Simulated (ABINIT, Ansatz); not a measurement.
# Sr2MgH6 (P-3m1): changed settings of a GW run in ABINIT, part 2 of 2

What do changed inputs do to GW on Sr2MgH6 (P-3m1)?

ABINIT 10.8.3; PBEsol and many-body steps on it, plane waves. Known limits of the many-body steps: not at the basis limit; no spin-orbit coupling; coarse k mesh.

So far. Step 2 (Screening, 3×3×2 mesh, 90 bands, screening to 114.3 eV): Local fields lower ε∞ by 10 %. On a Γ-centred mesh this coarse the value itself is usually too large, while a short band sum pulls it down. Step 3 (Base): The gap on the mesh goes from 2.53 eV to 4.17 eV, a correction of +1.64 eV.

### Step 4. Smaller part of the screening matrix

Level of this step: G0W0 on PBEsol, plane waves, norm-conserving pseudopotentials (ABINIT).

run.abi reads:

```
acell 3*1.0 Angstrom
rprim 
  5.475438295790 0.000000000002 0.000000000000
  -2.737719147897 4.741868661007 0.000000000000
  0.000000000000 0.000000000000 4.188467730000
ntypat 3
znucl 38 12 1
natom 9
typat 1 1 2 3 3 3 3 3 3
xred 
  0.666666666667 0.333333333333 0.263532570000
  0.333333333333 0.666666666667 0.736467430000
  0.000000000000 0.000000000000 0.000000000000
  0.823459443333 0.646918886667 0.765248350000
  0.823459443333 0.176540556667 0.765248350000
  0.353081113333 0.176540556667 0.765248350000
  0.176540556667 0.353081113333 0.234751650000
  0.176540556667 0.823459443333 0.234751650000
  0.646918886667 0.823459443333 0.234751650000
pp_dirpath "pseudos"
pseudos "Sr.upf, Mg.upf, H.upf"
ecut 38
ngkpt 3 3 2
nshiftk 1
shiftk 0 0 0
kptopt 1
chksymbreak 0
istwfk *1
occopt 1
irdwfk 1
optdriver 4
nband 90
gwcalctyp 0
ecutsigx 38
symsigma 1
nkptgw 2
kptgw 
  0.3333333333 0.3333333333 0.0000000000
  0.0000000000 0.0000000000 0.0000000000
bdgw 
  16 20
  17 21
ecuteps 2.1
irdscr 1
ppmodel 1
indata_prefix "in"
outdata_prefix "out"
tmpdata_prefix "tmp"
```

Run with:

```console
OMP_NUM_THREADS=1 mpirun -n 4 abinit run.abi > log
```

The program printed:

```text
.Version 10.8.3 of ABINIT. v10.8.2 released Aug 2026.

 Symmetries : space group P-3 m 1 (#164); Bravais hP (primitive hexag.)
[... echo of the input left out ...]
== DATASET  1 ==================================================================
-   mpi_nproc: 4, omp_nthreads: 1 (-1 if OMP is not activated)

--- !DatasetInfo
iteration_state: {dtset: 1, }
dimensions: {natom: 9, nkpt: 6, mband: 90, nsppol: 1, nspinor: 1, nspden: 1, mpw: 8238, }
cutoff_energies: {ecut:  38.0, pawecutdg:  -1.0, }
electrons: {nelect:   3.60000000E+01, charge:   0.00000000E+00, occopt:   1.00000000E+00, tsmear:   1.00000000E-02, }

 SIGMA: Calculation of the GW corrections

 Based on a program developped by R.W. Godby, V. Olevano, G. Onida, and L. Reining.
 Incorporated in ABINIT by V. Olevano, G.-M. Rignanese, and M. Torrent.
.Using double precision arithmetic ; gwpc =  8

[... cell and pseudopotentials left out ...]
--------------------------------------------------------------------------------

 ==== K-mesh for the wavefunctions ====
 Number of points in the irreducible wedge :     6
[... list of points left out ...]
 Together with 12 symmetry operations and time-reversal symmetry
 yields    18 points in the full Brillouin Zone.

 ==== Q-mesh for screening function ====
 Number of points in the irreducible wedge :     6
[... list of points left out ...]
 Together with 12 symmetry operations and time-reversal symmetry
 yields    18 points in the full Brillouin Zone.

 vcoul_init : cutoff-mode = AUXILIARY_FUNCTION
 q-points for optical limit:   1
     1)      0.000010    0.000020    0.000030
 setmesh: FFT mesh size selected  =    50x   50x   45
          total number of points  =       112500

 Number of electrons calculated from density =   36.0000; Expected =   36.0000
[...]
number of omega for Sigma on real axis              0
 max omega for Sigma on real axis  [eV]           0.00
 zcut for avoiding poles [eV]                     0.10

 EPSILON^-1 parameters (SCR file):
 dimension of the eps^-1 matrix on file            283
 dimension of the eps^-1 matrix used               119
 number of plane-waves for wavefunctions          8175
 number of bands                                    90
 number of q-points in IBZ                           6
 number of frequencies                               2
 number of real frequencies                          1
 number of imag frequencies                          1

 matrix elements of self-energy operator (all in [eV])

 Perturbative Calculation

--- !SelfEnergy_ee
iteration_state: {dtset: 1, }
kpoint     : [   0.333,    0.333,    0.000, ]
spin       : 1
KS_gap     :    3.206
QP_gap     :    5.039
Delta_QP_KS:    1.833
data: !SigmaeeData |
     Band     E0 <VxcDFT>   SigX SigC(E0)      Z dSigC/dE  Sig(E)    E-E0       E
       16   2.964 -10.869 -13.864   2.139   0.792  -0.263 -11.546  -0.678   2.287
       17   2.964 -10.869 -13.864   2.139   0.792  -0.263 -11.546  -0.678   2.287
       18   4.043 -11.281 -14.242   2.105   0.794  -0.259 -11.961  -0.680   3.363
[...]
--- !SelfEnergy_ee
iteration_state: {dtset: 1, }
kpoint     : [   0.000,    0.000,    0.000, ]
spin       : 1
KS_gap     :    2.945
QP_gap     :    4.501
Delta_QP_KS:    1.555
data: !SigmaeeData |
     Band     E0 <VxcDFT>   SigX SigC(E0)      Z dSigC/dE  Sig(E)    E-E0       E
[...]
20   8.503 -10.516  -4.880  -3.936   0.814  -0.229  -9.133   1.384   9.887
       21   8.503 -10.516  -4.880  -3.936   0.814  -0.229  -9.133   1.384   9.887

== END DATASET(S) ==============================================================
================================================================================

 -outvars: echo values of variables after computation  --------
           etotal      0.0000000000E+00
            nband          90
             nkpt           6
          spgroup         164
 [... the other variables as echoed above ...]

 Calculation completed.
```

Run time: 5.4 s. Hardware: 4 MPI ranks of Arm Neoverse V1, shared host; peak memory 0.76 GiB.

This step gave:

| Property | Result |
| --- | --- |
| G0W0 gap on the points computed | 4.099 eV |
| starting gap on the mesh | 2.528 eV |
| k of the valence top | 0.3333, 0.3333, 0 |
| k of the conduction bottom | 0, 0, 0 |
| Z at the valence top | 0.794 |
| Z at the conduction bottom | 0.825 |
| least direct G0W0 gap on the computed points | 4.501 eV |

### Step 5. More bands than the file holds

Edit run.abi of step 4 so:

```diff
@@ -31,3 +31,3 @@
 optdriver 4
-nband 90
+nband 582
 gwcalctyp 0
@@ -42,3 +42,3 @@
   17 21
-ecuteps 2.1
+ecuteps 4.2
 irdscr 1
```

The program printed:

```text
.Version 10.8.3 of ABINIT. v10.8.2 released Aug 2026.

 Symmetries : space group P-3 m 1 (#164); Bravais hP (primitive hexag.)
================================================================================
 Values of the parameters that define the memory need of the present run
     intxc =       0    ionmov =       0      iscf =       7    lmnmax =       6
     lnmax =       6     mgfft =      60  mpssoang =       3    mqgrid =    3001
     natom =       9  nloc_mem =       1    nspden =       1   nspinor =       1
    nsppol =       1      nsym =      12    n1xccc =    2501    ntypat =       3
    occopt =       1   xclevel =       2
-    mband =         582        mffmem =           1         mkmem =           2
       mpw =        8238          nfft =      162000          nkpt =           6
================================================================================
  Rough estimation (10% accuracy) of disk space for files :
================================================================================

--------------------------------------------------------------------------------
------------- Echo of variables that govern the present computation ------------
--------------------------------------------------------------------------------
 -outvars: echo values of preprocessed input variables --------
            acell      1.8897261259E+00  1.8897261259E+00  1.8897261259E+00 Bohr

             bdgw          16      20      17      21
      chksymbreak           0
             ecut      3.80000000E+01 Hartree
          ecuteps      4.20000000E+00 Hartree
         ecutsigx      3.80000000E+01 Hartree
          ecutwfn      3.80000000E+01 Hartree
-          fftalg         312
           irdscr           1
           irdwfk           1

[...]
R(1)= 10.3470788  0.0000000  0.0000000  G(1)=  0.0966456  0.0557984  0.0000000
 R(2)= -5.1735394  8.9608331  0.0000000  G(2)=  0.0000000  0.1115968  0.0000000
 R(3)=  0.0000000  0.0000000  7.9150569  G(3)=  0.0000000  0.0000000  0.1263415
 Unit cell volume ucvol=  7.3387178E+02 bohr^3
 Angles (23,13,12)=  9.00000000E+01  9.00000000E+01  1.20000000E+02 degrees

--- Pseudopotential description ------------------------------------------------
- Sr Generated using ONCVPSP code by D. R. Hamann
- 38.00000  10.00000  180301                  znucl, zion, pspdat
12 -116133 2 -1 1834                          pspcod,pspxc,lmax,lloc,mmax
     nproj     2     2     2
  pspatm : epsatm=   12.46451298
         --- l  ekb(1:nproj) -->
[...]
pspatm: atomic psp has been read  and splines computed

- Mg Generated using ONCVPSP code by D. R. Hamann
- 12.00000  10.00000  180301                  znucl, zion, pspdat
12 -116133 1 -1 1510                          pspcod,pspxc,lmax,lloc,mmax
     nproj     2     2     0
  pspatm : epsatm=    9.18226799
         --- l  ekb(1:nproj) -->
[...]
1   -6.503151   -2.501445
 pspatm: atomic psp has been read  and splines computed

- H Generated using ONCVPSP code by D. R. Hamann
-  1.00000   1.00000  180301                  znucl, zion, pspdat
12 -116133 1 -1 1180                          pspcod,pspxc,lmax,lloc,mmax
     nproj     2     1     0
  pspatm : epsatm=    0.35585368
         --- l  ekb(1:nproj) -->
             0   -1.674911   -0.523609
             1   -0.494138
 pspatm: atomic psp has been read  and splines computed

   1.30487098E+03                                ecore*ucvol(ha*bohr**3)
--------------------------------------------------------------------------------

--- !ERROR
message: |
    Number of bands stored WFK file is less than required.
    WFK mband: 212, self-energy nband: 582

--- !ERROR
message: |
    Number of bands stored WFK file is less than required.
    WFK mband: 212, self-energy nband: 582

--- from the log ---
Number of bands stored WFK file is less than required.
    WFK mband: 212, self-energy nband: 582
```

Wall time 2.3 s (4 MPI ranks); peak memory 0.06 GiB.

The run stopped with an error after 2.3 s.

The program's words: Number of bands stored WFK file is less than required. WFK mband: 212, self-energy nband: 582

The fault put into this input: more bands than the file holds.

### Step 6. The runs together

Times are wall times on 4 MPI ranks of Arm Neoverse V1, shared host, good to a factor of about two. A run's time includes the screening step that it read.

| run | mesh | bands | screening cutoff (eV) | DFT gap (eV) | gap on the mesh (eV) | direct (eV) | ε∞ used | time |
| --- | --- | --- | --- | --- | --- | --- | --- | --- |
| base | 3×3×2 | 90 | 114.3 | 2.528 | 4.169 | 4.562 | 5.73 | 37 s |
| smaller part of the screening matrix | 3×3×2 | 90 | 57.1 | 2.528 | 4.099 | 4.501 | 5.73 | 32 s |

### Step 7. Summary of results

* base: 4.169 eV
* smaller part of the screening matrix: 4.099 eV
* known limits: not at the basis limit; no spin-orbit coupling; coarse k mesh

**Reading.** Smaller part of the screening matrix: −0.070 eV against base (keys changed: ecuteps). Bands and cutoff are finite, so the gap is not at the basis limit. The miss can reach some tenths of an eV and take either sign; the mesh is an error of its own. In the first G0W0 run levels were corrected at 2 k points alone, so a gap called «on the mesh» is the least over those, and an edge elsewhere would be missed. The 3×3×2 mesh is coarse for this cell, which bears on the long-range parts of exchange and screening. The many-body steps are scalar-relativistic: spin-orbit coupling is not in them.

[Paths, hosts, dates, memory and timing lines, banners, echoed tables and standing remarks are left out of the program output.]

[Logs are printed without paths, hosts, clocks, repeated set-up lines and the standing remarks that a program may print on its own settings, such as how far it seeks lower states.]

[Runs of the session that timed out or met a known fault of the program may be left out.]

[No measured gap is set beside runs whose start may be inverted or whose files or cutoffs have a known fault.]

[Hosts, paths, dates, database ids (printed as entryN), source tags and the programs' standing remarks are cut or masked in the printed files.]

[G0W0 gaps are taken among the corrected bands and points alone; a level outside them can change the order at an edge.]

[Where Ansatz stands beside ABINIT at settings called matched, ABINIT's density can come from a denser mesh and the files from another edition; pairs whose starting gaps differed by over 0.03 eV were left out, so agreement reads better than it is.]
